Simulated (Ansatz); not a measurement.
## From HSE06 to G0W0: SnO2 (Cassiterite)

It takes space group P4_2/mnm (No. 136, tetragonal). Conventional cell: a = 4.738 Å, b = 4.738 Å, c = 3.187 Å, α = 90.00°, β = 90.00°, γ = 90.00°. Nearest to Sn lie 6 O at 2.05 to 2.06 Å. Nearest to O lie 3 Sn at 2.05 to 2.06 Å. Farther neighbours and most contacts between anions are not listed.

```
method                                               : G0W0 on HSE06, plane waves, PAW (and 1 further level or step)
program                                              : Ansatz 0.2.0
settings of one run                                  : cutoff 420 eV, 4×4×6 k-mesh, default PAW, empty bands 566, screening cutoff 230 eV, screening contour deformation, QP bands (v2, c2)
cost                                                 : 2 runs, 2.5 min in all on 1 × NVIDIA H100 80GB HBM3 (shared by 6 runs) with 3 threads of AMD EPYC 7R13 (Zen 3), shared host (the runs of this entry)
notes                                                : In doubt: masses and optical values from hybrid runs of this build are listed as unsure (in some of the runs), which bears on the screening that GW takes from such a start. The cell and positions come from the Crystallography Open Database and are kept as given unless a step says otherwise. Limits: no spin-orbit coupling. The differences hold parts that these runs do not separate: finite bands, cutoffs and mesh, points of the zone that were not corrected, the start of G0W0, spin-orbit coupling missing from it, static nuclei, no electron-hole attraction, and what each experiment reads as the gap. [rest of the remark cut]
HSE06 gap over mesh and listed points                : 3.040 eV, direct, at k = Γ
G0W0@HSE06 gap over 13 of 24 irreducible mesh points : 3.754 eV, direct, at k = Γ
GW settings                                          : 4×4×6 mesh, 566 empty bands, screening to 230 eV
known limits                                         : finite bands, screening cutoff and k mesh; no spin-orbit coupling in G0W0
```

Over 13 of 24 irreducible mesh points the G0W0 gap is 3.754 eV, direct, at k = Γ. The HSE06 gap of this run on the mesh is 3.039 eV. The two states that bound the G0W0 gap lie that far apart at the start, so the correction of the gap is 3.754 − 3.039 = +0.715 eV. The valence state moves by 7.926 − 8.221 = −0.295 eV and the conduction state by 11.681 − 11.260 = +0.421 eV, on the run's own scale; how far single levels stand from their limit in bands is not shown.

[Paths, hosts, dates, memory and timing lines, banners, echoed tables and standing remarks are left out of the program output.]

[Logs are printed without paths, hosts, clocks, repeated set-up lines and the standing remarks that a program may print on its own settings, such as how far it seeks lower states.]

[Runs of the session that timed out or met a known fault of the program may be left out.]

[Cells called generated may have been cut or substituted from an entry of the Crystallography Open Database or the Materials Project.]

[Hosts, paths, dates, database ids (printed as entryN), source tags and the programs' standing remarks are cut or masked in the printed files.]
